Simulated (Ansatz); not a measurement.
Rows from a G0W0 calculation on Te2Mo (P6_3/mmc) (Ansatz 0.2.0; G0W0 on PBE+U, plane waves, PAW; PAW set soft_1; 6×6×2 mesh, 624 empty bands, screening to 150 eV, PAW set soft_1 files), in eV. Spin-orbit coupling is left out.

```csv
row,k,band,start,Σx,Σc at the solution,Vxc
A,Γ,v2,12.133,-16.218,1.023,-14.703
B,Γ,v1,12.430,-18.837,0.263,-18.557
C,Γ,c1,15.357,-12.598,-4.157,-16.814
D,"(0.167, 0.167, 0.000)",c1,13.266,-13.090,-3.611,-16.854
E,"(0.167, 0.167, 0.000)",c2,14.016,-13.552,-4.064,-17.784
F,"(0.167, 0.167, 0.000)",v1,11.759,-19.105,0.839,-18.245
```

Question: Work out each quasiparticle level and how far it moved.

The quasiparticle equation reads E = start + Σx + Σc(E) − Vxc.

```csv
row,E (eV),shift (eV)
A,11.640,−0.492
B,12.412,−0.017
C,15.415,+0.059
D,13.418,+0.152
E,14.184,+0.168
F,11.738,−0.021
```

The gap over the computed points goes from 0.84 eV to 1.01 eV.

Limits: not at the basis limit; no spin-orbit coupling; coarse k mesh.

[Paths, hosts, dates, memory and timing lines, banners, echoed tables and standing remarks are left out of the program output.]

[Logs are printed without paths, hosts, clocks, repeated set-up lines and the standing remarks that a program may print on its own settings, such as how far it seeks lower states.]

[Runs of the session that timed out or met a known fault of the program may be left out.]

[Cells called generated may have been cut or substituted from an entry of the Crystallography Open Database or the Materials Project.]

[Hosts, paths, dates, database ids (printed as entryN), source tags and the programs' standing remarks are cut or masked in the printed files.]
